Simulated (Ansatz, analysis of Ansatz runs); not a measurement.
# N3VH centre in diamond: local vibrational mode against experiment, part 2 of 2

Aim: the local vibrational mode of the N3VH centre in diamond, to be set beside the measurement. Set-up: PBE, 64-site cell, PBE lattice, 420 eV, k: the single point 1/4 1/4 1/4. The model is a cell of 64 host atoms with 1 site emptied, N put on another atom's site, N put on another atom's site, N put on another atom's site and H put in between. The frequencies come from force constants among the defect atom and its neighbours, with the masses of the isotopes named. A local or semilocal functional is the cheapest first rung.

Ansatz 0.2.0; PBE, 64-site cell, PBE lattice, 420 eV, k: the single point 1/4 1/4 1/4.

So far. Step 2 (Relaxation, charge 0): Neighbours of the added atoms: H64: C48 1.08, N4 1.92, N26 1.94 Å.

## 3. Local vibrational modes

A local mode lives on the defect and the atoms next to it, so only the sites listed in the input are displaced, which costs far fewer SCF runs than the whole cell would.

This step: plane-wave PAW DFT, PBE; finite-displacement force constants among the atoms nearest to a defect, the others at rest.

modes/input.yaml reads:

```yaml
crystal:
  lattice:
    - [7.14316351, 0.0, 0.0]
    - [0.0, 7.14316351, 0.0]
    - [0.0, 0.0, 7.14316351]
  atoms:
    - { symbol: C, position: [-0.001496855, -0.001574918, 0.25037113] }
    - { symbol: C, position: [-0.001465525, 0.249518036, -0.000818139] }
    - { symbol: C, position: [0.249594349, -0.001545692, -0.000819518] }
    - { symbol: "N", position: [0.239593333, 0.239515443, 0.2403962] }
    - { symbol: C, position: [0.125998711, 0.125921462, 0.36999775] }
    - { symbol: C, position: [0.125467992, 0.369523569, 0.12607013] }
    - { symbol: C, position: [0.36960512, 0.125389315, 0.126070718] }
    - { symbol: C, position: [2.2e-07, -8.1824e-05, 0.749779766] }
    - { symbol: C, position: [0.002309254, 0.251809183, 0.497895469] }
    - { symbol: C, position: [0.251890785, 0.002229711, 0.49789846] }
    - { symbol: C, position: [0.251918739, 0.251835852, 0.747218617] }
    - { symbol: C, position: [0.125184312, 0.125102111, 0.873613478] }
    - { symbol: C, position: [0.125603204, 0.379802564, 0.624325329] }
    - { symbol: C, position: [0.379886215, 0.125522206, 0.624324301] }
    - { symbol: C, position: [0.374783508, 0.374702228, 0.875283724] }
    - { symbol: C, position: [0.001883734, 0.497319412, 0.25241121] }
    - { symbol: C, position: [-0.000435706, 0.748947698, 0.000725399] }
    - { symbol: C, position: [0.250598494, 0.498118371, 0.001656144] }
    - { symbol: C, position: [0.250527259, 0.747935342, 0.25152964] }
    - { symbol: C, position: [0.125107982, 0.624228002, 0.380226149] }
    - { symbol: C, position: [0.124350073, 0.873536512, 0.125978286] }
    - { symbol: C, position: [0.376289329, 0.625628485, 0.124437822] }
    - { symbol: C, position: [0.374744766, 0.874609407, 0.375393467] }
    - { symbol: C, position: [-0.001653885, 0.499200642, 0.75137873] }
    - { symbol: C, position: [-0.001747351, 0.750696326, 0.500058458] }
    - { symbol: "N", position: [0.239194444, 0.50991164, 0.510383319] }
    - { symbol: C, position: [0.249686335, 0.750765501, 0.751502495] }
    - { symbol: C, position: [0.124385353, 0.624069173, 0.876604545] }
    - { symbol: C, position: [0.125193433, 0.876472611, 0.625015903] }
    - { symbol: C, position: [0.369820841, 0.6241968, 0.624821702] }
    - { symbol: C, position: [0.374539286, 0.874882756, 0.875495195] }
    - { symbol: C, position: [0.497398492, 0.001803431, 0.25240965] }
[... 8 lines left out ...]
    - { symbol: "N", position: [0.510001537, 0.239110283, 0.510385403] }
[... 14 lines left out ...]
    - { symbol: C, position: [0.497198941, 0.497117156, 0.747595479] }
    - { symbol: C, position: [0.498080788, 0.747829421, 0.499042069] }
    - { symbol: C, position: [0.747910096, 0.497998821, 0.49903839] }
    - { symbol: C, position: [0.748954733, 0.748874477, 0.750101765] }
    - { symbol: C, position: [0.62428974, 0.624212747, 0.874168297] }
    - { symbol: C, position: [0.624172779, 0.873417776, 0.62580825] }
    - { symbol: C, position: [0.873499327, 0.624095219, 0.625807289] }
    - { symbol: C, position: [0.874619197, 0.874540268, 0.87555553] }
    - { symbol: H, position: [0.419160911, 0.419160166, 0.32886785] }
basis:
  ecutwfc: 420
  xc_grid: 2
hamiltonian:
  xc: pbe
kpoints:
  mp_grid: { grid: [1, 1, 1], shift: [0.25, 0.25, 0.25] }
scf:
  occupations: { method: fermi_dirac, width: 0.01 }
  max_iter: 120
output: {}
checkpoint:
  read: "../relax.run"
phonons:
  supercell: [1, 1, 1]
  displaced_sites: [3, 25, 40, 47, 63]
```

Command:

```bash
ansatz run input.yaml --threads 2 --pin off --max-ram 3768MiB --backend cpu --events-out ev --progress --plain --runs-dir out
```

Numbers of over 12 decimals in the logs are rounded to 6 here.

The program printed:

```text
[...]
Crystal: 64 atoms, lattice volume = 364.478 Å³
Basis set: ecut = 420 eV, 7123 PW (Γ), exchange–correlation on 96×96×96 points (8 copies of the dense FFT grid, shifted against one another)
Bands: 192, of which v1, the nominal top of the filled ones, is band 128 counted from 1 (127 counted from 0)
Symmetry: 1 space group operations
k-points: 1
[...]
iter 1 solved again at ethr=3.43e-12 eV; its pass at ethr=3.10e-3 eV (dr2=8.78e-9 eV) is discarded
[...]
SCF iter   4: F=-16212.845261 eV  HF=-16212.845261 eV  |F-HF|=5.46e-12  |Δ(HF+E_count)|=  5.46e-12  Δρ=7.34e-8  dr2=1.11e-11  ethr=1.00e-12  ⟨swp⟩=4.0  Hψ=652  notcnv=0
SCF 1 converged in 4 iterations: F = -16212.845261 eV  dr2 = 1.11e-11
[...]
SCF 2 converged in 8 iterations: F = -16212.845150 eV  dr2 = 3.74e-13
[...]
symmetry images taken by strict's conditions (phonons.symmetry_images: auto; settled by no image being taken that strict refuses)
  force constants formed among 5 of 64 sites (N 3, N 25, N 40, C 47, H 63); the other 59 at rest. The modes move the named sites alone.
  the frequencies, the zero-point energy and the sums are of the block with the acoustic sum rule laid on its rows. Row sums over every site: 2.7e-4 eV/Å² at the most
  transpose residual: 9.1e-5 eV/Å²
  largest component of a force at the reference: 6.6e-3 eV/Å on a named site, 1.8e-3 eV/Å on a site at rest
  frequencies among the named sites at Γ of the cell (cm⁻¹): 666.75 669.69 696.90 852.89 885.00 894.65 907.42 921.62 925.04 936.17 960.88 972.19 1313.03 1338.58 3163.63
  unstable modes among the named sites: 0
  frequencies as built, with no sum rule (cm⁻¹): 666.75 669.69 696.90 852.89 885.00 894.65 907.42 921.62 925.05 936.17 960.87 972.19 1313.03 1338.57 3163.62
  zero-point energy: 0.998349 eV/cell   skipped modes (ω ≤ 0): 0
  not written: the harmonic force-constant file, the file of eigenvectors (these modes' are written with the force constants), the density of states and the dispersion, which are of every site
[key lines of the parts left out:]
SCF converged after 4 iterations
Free energy (F): -16212.845261 eV
Fermi energy:    15.429430 eV
```

Elapsed: 92 s, on 2 threads of Intel Xeon Platinum 8375C at 2.90GHz (Ice Lake), shared host; peak memory 0.72 GiB; 3 min of CPU time.

This step gave:

| Quantity | Value |
| --- | --- |
| free energy | -16212.8453 eV |

The modes with the largest weight on the probed atoms (the light atom of a pair), for the masses of each isotope. Modes of the displaced atoms (local only where they lie over the host's phonons):

| isotopes | mode (cm⁻¹) | share of the defect atoms |
| --- | --- | --- |
| H | 3164 | 0.927 |
| H | 1339 | 0.851 |
| H | 1313 | 0.863 |

## 4. Outcome

| Property | Result |
| --- | --- |
| distance from the defect atom to its nearest neighbour | 1.076 Å |
| C-H stretch, 1H | 3164 cm⁻¹ |
| C-H bend, 1H | 1326 cm⁻¹ |
| time of the whole chain | 1.9 min on 2 threads |

What this shows: C-H stretch, 1H: computed 3164 cm⁻¹, measured 3107 cm⁻¹; 57 cm⁻¹ (2 %) above the measurement. C-H bend, 1H: computed 1326 cm⁻¹, measured 1405 cm⁻¹; 79 cm⁻¹ (6 %) below the measurement. The computed value is harmonic, while the measured line is the anharmonic fundamental, which for X–H stretches usually lies a few per cent lower. Only the named neighbours move, so modes near the host's band are approximate. Limits: the periodic copies of the defect are only 7.1 Å apart.

[Logs are printed without paths, hosts, clocks, repeated set-up lines and the standing remarks that a program may print on its own settings, such as how far it seeks lower states.]

[Hosts, paths, dates, database ids (printed as entryN), source tags and the programs' standing remarks are cut or masked in the printed files.]

[For some hosts the program warned that the k-mesh of the response run may be too coarse for force constants and the static dielectric constant; such warnings are not shown here.]
